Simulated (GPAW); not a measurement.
# Near-edge structure at the Zn K edge of ZnNi3C (Pm-3m)

Aim: the near-edge shape at the Zn K edge of ZnNi3C (Pm-3m), and what the core hole does to it.

Method: X-ray absorption from dipole matrix elements to empty bands, plane-wave PAW LDA, in GPAW 26.7.0.

## Step 1: The starting structure

It takes space group Pm-3m (No. 221, cubic). The conventional cell has a = 3.766 Å, b = 3.766 Å, c = 3.766 Å, α = 90.00°, β = 90.00°, γ = 90.00°. Zn has 12 Ni at 2.66 Å nearest. Nearest to Ni lie 2 C at 1.88 Å and 8 Ni at 2.66 Å and 4 Zn at 2.66 Å. C has 6 Ni at 1.88 Å nearest. Farther neighbours are not listed.

Coordinates:

```xyz
5
Lattice="3.7663 0.0000 0.0000 0.0000 3.7663 0.0000 0.0000 0.0000 3.7663" Properties=species:S:1:pos:R:3 pbc="T T T"
Zn    0.0000    0.0000    0.0000
Ni    1.8831    0.0000    1.8831
Ni    1.8831    1.8831    0.0000
Ni    0.0000    1.8831    1.8831
C     1.8831    1.8831    1.8831
```

## Step 2: Ground state of the crystal

The ground state comes first: it tells whether the system has a gap, which decides how the excited electron is treated.

The input, scf.py:

```python
import numpy as np
from ase import Atoms
from ase.parallel import parprint, paropen
from gpaw import GPAW, PW, FermiDirac, Mixer, MixerDif, setup_paths
from gpaw.test import gen
setup_paths.insert(0, '.')
gen('Zn', name='nch1s', xcname='LDA', corehole=(1, 0, 0), write_xml=True)
from gpaw.mpi import world
world.barrier()

atoms = Atoms('ZnNi3C',
    cell=[[3.766253, 0, 0],
     [0, 3.766253, 0],
     [0, 0, 3.766253]],
    scaled_positions=[[0, 0, 0],
     [0.5, 0, 0.5],
     [0.5, 0.5, 0],
     [0, 0.5, 0.5],
     [0.5, 0.5, 0.5]],
    magmoms=[0.0, 2.0, 2.0, 2.0, 0.0],
    pbc=True)
atoms.calc = calc = GPAW(legacy_gpaw=True, mode=PW(430, force_complex_dtype=True), xc='LDA', setups={0: 'nch1s'},
    kpts={'size': (7, 7, 7), 'gamma': True}, occupations=FermiDirac(0.05),
    charge=0, mixer=MixerDif(0.05, 8, 50), maxiter=150,
    convergence={'density': 0.0001, 'eigenstates': 1e-6}, txt='scf.txt')
energy = atoms.get_potential_energy() + calc.get_reference_energy()
ef = calc.get_fermi_level()
out = dict(energy=energy, fermi=ef, forces=atoms.get_forces().tolist(), magmoms=atoms.get_magnetic_moments().tolist())
parprint(f'all-electron energy {energy:.4f} eV, Fermi level {ef:.4f} eV')
ev = np.array([[calc.get_eigenvalues(k, s) for k in range(len(calc.get_ibz_k_points()))] for s in range(calc.get_number_of_spins())])
out['homo'], out['lumo'], out['counts'] = ev[ev < ef].max(), ev[ev > ef].min(), sorted(set((ev < ef).sum((0, 2)).tolist()))
out['filled'] = (ev[:, 0] < ef).sum(1).tolist()
import json
with paropen('out.json', 'w') as f:
    json.dump(out, f)
```

Started as:

```
> OMP_NUM_THREADS=1 mpirun -n 4 gpaw python scf.py
```

Numbers of over 12 decimals in the logs are rounded to 6 here.

The log of the run:

```text
Input parameters:
  convergence: {density: 0.0001,
                eigenstates: 1e-06}
  kpts: {gamma: True,
         size: (7, 7, 7)}
  maxiter: 150
  mixer: {backend: pulay,
          beta: 0.05,
          method: difference,
          nmaxold: 8,
          weight: 50}
  mode: {ecut: 430.0,
         force_complex_dtype: True,
         name: pw}
  occupations: {fixmagmom: False,
                name: fermi-dirac,
                width: 0.05}
  setups: {0: nch1s}

Initialize ...

[... PAW data sets ...]

Reference energy: -173708.491851  # eV

Spin-polarized calculation.
Initial magnetic moment: 6.000000

[... convergence settings ...]
Symmetries present (total): 48
  [... symmetry matrices ...]

343 k-points: 7 x 7 x 7 Monkhorst-Pack grid
20 k-points in the irreducible part of the Brillouin zone
       k-points in crystal coordinates                weights
   0:     0.00000000    0.00000000    0.00000000          1/343
   1:     0.14285714    0.00000000    0.00000000          6/343
   2:     0.14285714    0.14285714    0.00000000         12/343
   3:     0.14285714    0.14285714    0.14285714          8/343
   4:     0.28571429    0.00000000    0.00000000          6/343
   5:     0.28571429    0.14285714    0.00000000         24/343
   6:     0.28571429    0.14285714    0.14285714         24/343
   7:     0.28571429    0.28571429    0.00000000         12/343
   8:     0.28571429    0.28571429    0.14285714         24/343
   9:     0.28571429    0.28571429    0.28571429          8/343
          ...
  19:     0.42857143    0.42857143    0.42857143          8/343

Wave functions: Plane wave expansion
  Cutoff energy: 430.000 eV
  Number of coefficients (min, max): 1045, 1092
  Pulay-stress correction: 0.000000 eV/Ang^3 (de/decut=0.000000)
  Using FFTW library
  Wavefunction extrapolation:
    Improved wavefunction reuse through dual PAW basis

Occupation numbers: Fermi-Dirac:
  width: 0.0500  # eV

Eigensolver
   Davidson(niter=2)

Densities:
  Coarse grid: 20*20*20 grid
  Fine grid: 40*40*40 grid
  Total Charge: 0.000000

Density mixing:
  Method: difference
  Backend: pulay
  Linear mixing parameter: 0.05
  old densities: 8
  Width of damping distribution: 1.1
  Damping of long wavelength oscillations: 50

[... Hamiltonian set-up ...]
Number of atoms: 5
Number of atomic orbitals: 49
Number of bands in calculation: 46
Number of valence electrons: 64
Bands to converge: occupied

... initialized

Initializing position-dependent things.

Density initialized from atomic densities
Creating initial wave functions:
  46 bands from LCAO basis set

Positions:
   0 Zn     0.000000    0.000000    0.000000    ( 0.0000,  0.0000,  0.0000)
   1 Ni     1.883126    0.000000    1.883126    ( 0.0000,  0.0000,  2.0000)
   2 Ni     1.883126    1.883126    0.000000    ( 0.0000,  0.0000,  2.0000)
   3 Ni     0.000000    1.883126    1.883126    ( 0.0000,  0.0000,  2.0000)
   4 C      1.883126    1.883126    1.883126    ( 0.0000,  0.0000,  0.0000)

Unit cell:
           periodic     x           y           z      points  spacing
  1. axis:    yes    3.766253    0.000000    0.000000    20     0.1883
  2. axis:    yes    0.000000    3.766253    0.000000    20     0.1883
  3. axis:    yes    0.000000    0.000000    3.766253    20     0.1883

  Lengths:   3.766253   3.766253   3.766253
  Angles:   90.000000  90.000000  90.000000

Effective grid spacing dv^(1/3) = 0.1883

iter:   1   -38.227173                   +6.0039
iter:   2   -38.675528   -0.56  -1.37    +3.1677
iter:   3   -37.564392   -0.97  -1.45    +1.2249
iter:   4   -37.683065   -1.95  -1.86    +0.9812
iter:   5   -37.704262   -3.04  -1.91    +0.6758
iter:   6   -37.682126c  -2.47  -1.90    +0.4585
iter:   7   -37.623338   -2.47  -2.10    +0.8272
iter:   8   -37.568415   -2.79  -2.40    -0.8152
iter:   9   -37.592523   -3.46  -2.95    +0.1880
iter:  10   -37.585119c  -3.76  -2.83    +0.0758
iter:  11   -37.586618c  -4.98  -3.38    +0.0393
iter:  12   -37.584817c  -4.56  -3.23    +0.0161
iter:  13   -37.584608c  -4.94  -3.54    -0.0059
iter:  14   -37.584284c  -5.17  -3.97    -0.0044
iter:  15   -37.584267c  -5.56  -4.23c   -0.0029
iter:  16   -37.584246c  -7.37c -4.63c   -0.0024

Converged after 16 iterations.

Dipole moment: (0.000000, -0.000000, -0.000000) |e|*Ang

Total magnetic moment: (0.000000, 0.000000, -0.002362)
Local magnetic moments:
   0 Zn ( 0.000000,  0.000000,  0.000049)
   1 Ni ( 0.000000,  0.000000, -0.000804)
   2 Ni ( 0.000000,  0.000000, -0.000804)
   3 Ni ( 0.000000,  0.000000, -0.000804)
   4 C  ( 0.000000,  0.000000, -0.000077)

Energy contributions relative to reference atoms: (reference = -173708.491851)

Kinetic:        +23.490316
Potential:      -15.755500
External:        +0.000000
XC:             -45.392903
Entropy (-ST):   -0.031993
Local:           +0.089837
SIC:             +0.000000
--------------------------
Free energy:    -37.600242
Extrapolated:   -37.584246

Spin contamination: 0.000182 electrons
Showing only first 2 kpts
                      Up                     Down
 Kpt  Band  Eigenvalues  Occupancy  Eigenvalues  Occupancy
  0    30      7.16584    1.00000      7.16479    1.00000
  0    31      7.16584    1.00000      7.16479    1.00000
  0    32      7.49323    0.99985      7.49241    0.99985
  0    33     10.73538    0.00000     10.73484    0.00000

  1    30      7.30756    1.00000      7.30658    1.00000
  1    31      7.30756    1.00000      7.30658    1.00000
  1    32      7.41786    0.99997      7.41705    0.99997
  1    33     10.75362    0.00000     10.75316    0.00000

Fermi level: 7.93380

No gap
No difference between direct/indirect transitions

Forces in eV/Ang:
  0 Zn   -0.00000   -0.00000   -0.00000
  1 Ni    0.00000   -0.00000    0.00000
  2 Ni    0.00000    0.00000   -0.00000
  3 Ni   -0.00000    0.00000    0.00000
  4 C     0.00000    0.00000    0.00000
Scalar-relativistic atomic LDA calculation for Zn (Zinc, Z=30)
Core hole in 1s state (1s occupation: 2.0)
600 radial gridpoints.
|------------------------------------------------|
|------------------------------------------------|
[... the atom generator's iteration count ...]

Energy contributions:
-------------------------
Kinetic:    +1820.136505
XC:           -68.759408
Potential:  -3544.299429
-------------------------
Total:      -1792.922333

state      eigenvalue         ekin         rmax
-----------------------------------------------
1s^2.0 :  -349.206168   449.580746        0.033
2s^2.0 :   -42.473795    85.129008        0.190
2p^6.0 :   -36.877768    83.147768        0.152
3s^2.0 :    -4.724967    18.930386        0.589
3p^6.0 :    -3.060180    16.736648        0.592
3d^10.0:    -0.383140    11.061255        0.564
4s^2.0 :    -0.228494     1.468588        2.078
4p^0.0 :    -0.045217     0.573191        3.031
-----------------------------------------------
(units: Bohr and Hartree)

Generating PAW setup
Kinetic energy of the core from tauc = 1724.019189
Cutoffs:
rc(s)=2.430
rc(p)=2.400
rc(d)=2.230
rc(vbar)=2.260
rc(comp)=2.200
rc(nct)=2.430

Kinetic energy of the core states: 1706.586777
Charge: 0.0
Core electrons: 18.0
Valence electrons: 12.0
Pseudo-core charge: 0.107007
Shape function alpha=2.066
Pseudo-electron charge 3.914685
state    eigenvalue         norm
--------------------------------
4s(2) :    -0.228494     1.130383
*s    :     0.771506
4p(0) :    -0.045217     1.008310
*p    :     0.954783
3d(10):    -0.383140     0.154691
*d    :     0.616860
--------------------------------

Diagonalizing with gridspacing h=0.050

state   all-electron     PAW
-------------------------------
4s:      -0.228494    -0.228671
4p:      -0.045217    -0.045275
3d:      -0.383140    -0.383726
*f:                    0.072913
-------------------------------
all-electron energy -173746.0761 eV, Fermi level 7.9338 eV
```

The job ended after 15 s (4 MPI ranks of Intel Xeon Platinum 8488C (Sapphire Rapids), shared host; peak memory 0.26 GiB; 59 s of CPU time).

The mesh shows no gap, so the system is treated as a metal and the core electron is put at the Fermi level (neutral cell).

## Step 3: Spectrum without a core hole, Zn atom 1

This cheap baseline ignores the attraction of the hole: it shows the absorber's empty states as they are in the ground state. The data set with a hole of occupation 0 only carries the core orbital.

The absorber has 12 Ni at 2.66 Å (cuboctahedral, site symmetry m-3m).

The input, xas.py:

```python
import numpy as np
from ase import Atoms
from ase.parallel import parprint, paropen
from gpaw import GPAW, PW, FermiDirac, Mixer, MixerDif, setup_paths
from gpaw.test import gen
setup_paths.insert(0, '.')
gen('Zn', name='nch1s', xcname='LDA', corehole=(1, 0, 0), write_xml=True)
from gpaw.mpi import world
world.barrier()

atoms = Atoms('ZnNi3C',
    cell=[[3.766253, 0, 0],
     [0, 3.766253, 0],
     [0, 0, 3.766253]],
    scaled_positions=[[0, 0, 0],
     [0.5, 0, 0.5],
     [0.5, 0.5, 0],
     [0, 0.5, 0.5],
     [0.5, 0.5, 0.5]],
    magmoms=[0.0, 2.0, 2.0, 2.0, 0.0],
    pbc=True)
atoms.calc = calc = GPAW(legacy_gpaw=True, mode=PW(430, force_complex_dtype=True), xc='LDA', setups={0: 'nch1s'},
    kpts={'size': (9, 9, 9), 'gamma': True}, occupations=FermiDirac(0.1),
    charge=0, mixer=MixerDif(0.05, 8, 50), maxiter=150,
    convergence={'density': 0.0001, 'eigenstates': 1e-6}, txt='scf.txt')
energy = atoms.get_potential_energy() + calc.get_reference_energy()
ef = calc.get_fermi_level()
out = dict(energy=energy, fermi=ef, forces=atoms.get_forces().tolist(), magmoms=atoms.get_magnetic_moments().tolist())
parprint(f'all-electron energy {energy:.4f} eV, Fermi level {ef:.4f} eV')
ev = np.array([[calc.get_eigenvalues(k, s) for k in range(len(calc.get_ibz_k_points()))] for s in range(calc.get_number_of_spins())])
out['homo'], out['lumo'], out['counts'] = ev[ev < ef].max(), ev[ev > ef].min(), sorted(set((ev < ef).sum((0, 2)).tolist()))
out['filled'] = (ev[:, 0] < ef).sum(1).tolist()

from ase.units import Ha
from gpaw.xas import dipole_matrix_elements
nb = int(calc.get_number_of_electrons() / 2) + 50
top = nb
nscf = calc.fixed_density(kpts={'size': (7, 7, 7), 'gamma': True},
    convergence={'eigenstates': 1.0}, txt='nscf.txt')
nscf.diagonalize_full_hamiltonian(nbands=nb)
cell = atoms.cell.array
ops = [cell.T @ U.T @ np.linalg.inv(cell.T) for U in nscf.wfs.kd.symmetry.op_scc]
E = np.arange(-25, 34, 0.1)
fwhm = np.interp(E, [4, 25], [1.67, 3.5])
Y, X, zero, highest = 0, 0, 1e9, 1e9
for spin in range(nscf.get_number_of_spins()):
    wfs = nscf.wfs
    mine = wfs.bd.get_slice()  # this rank's bands
    A = dipole_matrix_elements(wfs.setups[0])
    eps = np.zeros((wfs.kd.nibzkpts, nb))
    d = np.zeros((3, A.shape[1], wfs.kd.nibzkpts, nb), complex)
    for kpt in wfs.kpt_u:
        if kpt.s == spin and 0 in kpt.P_ani:
            eps[kpt.k, mine] = kpt.eps_n * Ha
            d[:, :, kpt.k, mine] = (kpt.weight * wfs.nspins / 2) ** 0.5 * np.inner(A, kpt.P_ani[0])
    world.sum(eps)
    world.sum(d)
    T = np.einsum('amkn,bmkn->abkn', d, d.conj()).real
    T = sum(np.einsum('ai,ijkn,bj->abkn', R, T, R) for R in ops) / len(ops)
    empty = eps > ef
    zero, highest = min(zero, eps[empty].min()), min(highest, eps[:, top - 1].min())
    lines = [(eps, T, empty)] if spin == 0 else lines + [(eps, T, empty)]
for eps, T, empty in lines:
    f = np.einsum('aakn->akn', T).reshape(3, -1)
    x = eps.ravel() - zero
    w = np.interp(x, E, fwhm) / 2.35482
    g = np.exp(-0.5 * ((E[:, None] - x) / w) ** 2) / (w * (2 * np.pi) ** 0.5)
    Y = Y + (f * empty.ravel()) @ g.T
    X = X + (f * ~empty.ravel()) @ g.T
out.update(E=E.round(2).tolist(), xas=Y.tolist(), xes=X.tolist(), zero=zero, valid=highest - zero, nk=len(eps), nb=nb)
for i in range(0, len(E), 10):
    parprint(f'{E[i]:7.2f}', *(f'{v:10.3e}' for v in Y[:, i]))
import json
with paropen('out.json', 'w') as f:
    json.dump(out, f)
```

Started as:

```
> OMP_NUM_THREADS=1 mpirun -n 4 gpaw python xas.py
```

The log of the run:

```text
Input parameters:
  convergence: {density: 0.0001,
                eigenstates: 1e-06}
  kpts: {gamma: True,
         size: (9, 9, 9)}
  maxiter: 150
  mixer: {backend: pulay,
          beta: 0.05,
          method: difference,
          nmaxold: 8,
          weight: 50}
  mode: {ecut: 430.0,
         force_complex_dtype: True,
         name: pw}
  occupations: {fixmagmom: False,
                name: fermi-dirac,
[...]
4s:      -0.228494    -0.228671
4p:      -0.045217    -0.045275
3d:      -0.383140    -0.383726
*f:                    0.072913
-------------------------------
all-electron energy -173746.0784 eV, Fermi level 7.9546 eV
 -25.00 4.154e-254 4.154e-254 4.154e-254
 -24.00 2.367e-244 2.367e-244 2.367e-244
 -23.00 8.678e-235 8.678e-235 8.678e-235
 -22.00 1.255e-218 1.255e-218 1.255e-218
[...]
32.00  2.019e-07  2.019e-07  2.019e-07
  33.00  2.331e-07  2.331e-07  2.331e-07
[key lines of the parts left out:]
Converged after 17 iterations.
Dipole moment: (-0.000000, -0.000000, -0.000000) |e|*Ang
Free energy:    -37.649294
Fermi level: 7.95457
```

It took 46 s on 4 MPI ranks; peak memory 0.44 GiB.

The Zn K spectrum, Zn atom 1, no core hole (energy from the lowest empty level; intensity scaled to a mean of 1 over the first 20 eV):

| E (eV) | intensity |
| --- | --- |
| -2.0 | 0.00 |
| -1.5 | 0.00 |
| -1.0 | 0.02 |
| -0.5 | 0.05 |
| 0.0 | 0.10 |
| 0.5 | 0.13 |
| 1.0 | 0.16 |
| 1.5 | 0.19 |
| 2.0 | 0.25 |
| 2.5 | 0.40 |
| 3.0 | 0.69 |
| 3.5 | 1.10 |
| 4.0 | 1.48 |
| 4.5 | 1.66 |
| 5.0 | 1.61 |
| 5.5 | 1.42 |
| 6.0 | 1.16 |
| 6.5 | 0.87 |
| 7.0 | 0.62 |
| 7.5 | 0.44 |
| 8.0 | 0.36 |
| 8.5 | 0.35 |
| 9.0 | 0.38 |
| 9.5 | 0.43 |
| 10.0 | 0.48 |
| 10.5 | 0.53 |
| 11.0 | 0.57 |
| 11.5 | 0.61 |
| 12.0 | 0.64 |
| 12.5 | 0.72 |
| 13.0 | 0.85 |
| 13.5 | 1.01 |
| 14.0 | 1.19 |
| 14.5 | 1.36 |
| 15.0 | 1.53 |
| 15.5 | 1.71 |
| 16.0 | 1.88 |
| 16.5 | 2.00 |
| 17.0 | 2.04 |
| 17.5 | 1.97 |
| 18.0 | 1.82 |
| 18.5 | 1.64 |
| 19.0 | 1.50 |
| 19.5 | 1.40 |
| 20.0 | 1.34 |
| 20.5 | 1.28 |
| 21.0 | 1.18 |
| 21.5 | 1.06 |
| 22.0 | 0.93 |
| 22.5 | 0.82 |
| 23.0 | 0.74 |
| 23.5 | 0.70 |
| 24.0 | 0.68 |
| 24.5 | 0.67 |
| 25.0 | 0.66 |
| 25.5 | 0.64 |
| 26.0 | 0.62 |
| 26.5 | 0.60 |
| 27.0 | 0.57 |
| 27.5 | 0.55 |
| 28.0 | 0.54 |
| 28.5 | 0.53 |
| 29.0 | 0.53 |
| 29.5 | 0.54 |
| 30.0 | 0.55 |
| 30.5 | 0.56 |
| 31.0 | 0.56 |
| 31.5 | 0.58 |
| 32.0 | 0.60 |

Main maxima below 30 eV (height): 4.6 eV (1.67) and 17.0 eV (2.04). A K edge sees empty p states on the absorber.

The same matrix elements for filled bands give the Zn K emission of Zn atom 1 (ground-state approximation; energy from the lowest empty level, largest value 1):

| E (eV) | emission |
| --- | --- |
| -24.00 | 0.00 |
| -23.25 | 0.00 |
| -22.50 | 0.00 |
| -21.75 | 0.00 |
| -21.00 | 0.00 |
| -20.25 | 0.00 |
| -19.50 | 0.00 |
| -18.75 | 0.00 |
| -18.00 | 0.00 |
| -17.25 | 0.00 |
| -16.50 | 0.00 |
| -15.75 | 0.00 |
| -15.00 | 0.00 |
| -14.25 | 0.00 |
| -13.50 | 0.01 |
| -12.75 | 0.01 |
| -12.00 | 0.01 |
| -11.25 | 0.00 |
| -10.50 | 0.00 |
| -9.75 | 0.00 |
| -9.00 | 0.01 |
| -8.25 | 0.03 |
| -7.50 | 0.08 |
| -6.75 | 0.11 |
| -6.00 | 0.12 |
| -5.25 | 0.13 |
| -4.50 | 0.29 |
| -3.75 | 0.73 |
| -3.00 | 1.00 |
| -2.25 | 0.71 |
| -1.50 | 0.36 |
| -0.75 | 0.21 |
| 0.00 | 0.15 |
| 0.75 | 0.06 |
| 1.50 | 0.01 |
| 2.25 | 0.00 |
| 3.00 | 0.00 |

Emission maxima: -3.0 eV (1.00).

## Step 4: Reference energy of the supercell

The photon energy needs a difference of total energies, so the cell and mesh of the coming hole run are first run without a hole.

scf.py: that of step 2 with these lines changed.

```diff
@@ -10,15 +10,20 @@
 
-atoms = Atoms('ZnNi3C',
-    cell=[[3.766253, 0, 0],
-     [0, 3.766253, 0],
-     [0, 0, 3.766253]],
+atoms = Atoms('Zn2Ni6C2',
+    cell=[[3.766253, 0, 3.766253],
+     [0, 3.766253, 3.766253],
+     [0, -3.766253, 3.766253]],
     scaled_positions=[[0, 0, 0],
+     [0, 0.5, 0.5],
+     [0.5, 0, 0],
+     [0.5, 0.5, 0.5],
      [0.5, 0, 0.5],
      [0.5, 0.5, 0],
-     [0, 0.5, 0.5],
-     [0.5, 0.5, 0.5]],
-    magmoms=[0.0, 2.0, 2.0, 2.0, 0.0],
+     [0, 0.5, 0],
+     [0, 0, 0.5],
+     [0.5, 0.25, 0.75],
+     [0.5, 0.75, 0.25]],
+    magmoms=[0.0, 0.0, 2.0, 2.0, 2.0, 2.0, 2.0, 2.0, 0.0, 0.0],
     pbc=True)
 atoms.calc = calc = GPAW(legacy_gpaw=True, mode=PW(430, force_complex_dtype=True), xc='LDA', setups={0: 'nch1s'},
-    kpts={'size': (7, 7, 7), 'gamma': True}, occupations=FermiDirac(0.05),
+    kpts={'size': (7, 7, 7), 'gamma': True}, occupations=FermiDirac(0.1),
     charge=0, mixer=MixerDif(0.05, 8, 50), maxiter=150,
```

Started as:

```
> OMP_NUM_THREADS=1 mpirun -n 4 gpaw python scf.py
```

The log of the run:

```text
Input parameters:
  convergence: {density: 0.0001,
                eigenstates: 1e-06}
  kpts: {gamma: True,
         size: (7, 7, 7)}
  maxiter: 150
  mixer: {backend: pulay,
          beta: 0.05,
          method: difference,
          nmaxold: 8,
          weight: 50}
  mode: {ecut: 430.0,
         force_complex_dtype: True,
         name: pw}
  occupations: {fixmagmom: False,
                name: fermi-dirac,
[...]
*s    :     0.771506
4p(0) :    -0.045217     1.008310
*p    :     0.954783
3d(10):    -0.383140     0.154691
*d    :     0.616860
--------------------------------

Diagonalizing with gridspacing h=0.050

state   all-electron     PAW
-------------------------------
4s:      -0.228494    -0.228671
4p:      -0.045217    -0.045275
3d:      -0.383140    -0.383726
*f:                    0.072913
-------------------------------
all-electron energy -347492.1628 eV, Fermi level 7.9603 eV
[key lines of the parts left out:]
Converged after 14 iterations.
Dipole moment: (-0.000000, -0.000000, 0.000000) |e|*Ang
Free energy:    -75.300967
Fermi level: 7.96032
```

The job ended after 60 s (4 MPI ranks; peak memory 0.45 GiB; 4 min of CPU time).

Reference energy: -347492.163 eV with the cores included.

[end of part 1 of 2]

[Banner, clock and machine lines of the logs are left out without a mark of their own.]

[Logs are printed without paths, hosts, clocks, repeated set-up lines and the standing remarks that a program may print on its own settings, such as how far it seeks lower states.]

[Hosts, paths, dates, database ids (printed as entryN), source tags and the programs' standing remarks are cut or masked in the printed files.]

[Lists of maxima count a maximum above −3 eV only where it reaches 4 % of the highest in the window and stands out from its surroundings by 2 % of it (1.5 % where it reaches 55 %); shoulders and weaker maxima are passed over, and of the rest the first, up to two pre-edge ones and the few strongest are named.]
